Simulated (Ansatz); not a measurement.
An input for Ansatz 0.2.0 (Ge2WN4 (MoSi2N4-type monolayer)):

```yaml
crystal:
  lattice:
    - [3.0225679901, 0.0, 0.0]
    - [-1.511283995, 2.6176206641, 0.0]
    - [0.0, 0.0, 38.0]
  atoms:
    - { symbol: W, position: [0.0, 0.0, 0.5] }
    - { symbol: "N", position: [0.3333333333, 0.6666666667, 0.5320268673] }
    - { symbol: "N", position: [0.3333333333, 0.6666666667, 0.4679731327] }
    - { symbol: Ge, position: [0.3333333333, 0.6666666667, 0.5814330809] }
    - { symbol: Ge, position: [0.3333333333, 0.6666666667, 0.4185669191] }
    - { symbol: "N", position: [0.6666666667, 0.3333333333, 0.5976206751] }
    - { symbol: "N", position: [0.6666666667, 0.3333333333, 0.4023793249] }
  periodic: [true, true, false]
kpoints:
  mp_grid: { grid: [6, 6, 1] }
hamiltonian:
  xc: pbe
  pseudopotentials: { kind: paw, azcp: { folder: soft_1 } }
scf:
  occupations: { method: fixed }
  convergence: { dr2_threshold: 1.0e-10 }
gw:
  n_empty_bands: 357
  ecut_chi: 65.0
  qp_bands: [v2, c2]
  qp_kpoints: band_edges
  screening: { model: contour_deformation }
```

```sh
ansatz run input.yaml --threads 4 --pin off --max-ram 17510MiB --backend cpu --events-out ev --progress --plain --runs-dir out
```

Question: Estimate wall time and host memory on 4 threads of Arm Neoverse V1, shared host.

It took 4.2 min; on shared hardware allow 2.1 min to 8.4 min. Peak host memory was 3.4 GiB. The sizes that set the cost: 5767 plane waves a state, 7 irreducible k points, 388 bands summed, 295 plane waves in the screening and 13 SCF cycles.

The screening grows as filled bands × empty bands × pairs of k points, times the square of the screening basis for the matrix.

[Paths, hosts, dates, memory and timing lines, banners, echoed tables and standing remarks are left out of the program output.]

[Logs are printed without paths, hosts, clocks, repeated set-up lines and the standing remarks that a program may print on its own settings, such as how far it seeks lower states.]

[Runs of the session that timed out or met a known fault of the program may be left out.]

[Cells called generated may have been cut or substituted from an entry of the Crystallography Open Database or the Materials Project.]

[Hosts, paths, dates, database ids (printed as entryN), source tags and the programs' standing remarks are cut or masked in the printed files.]
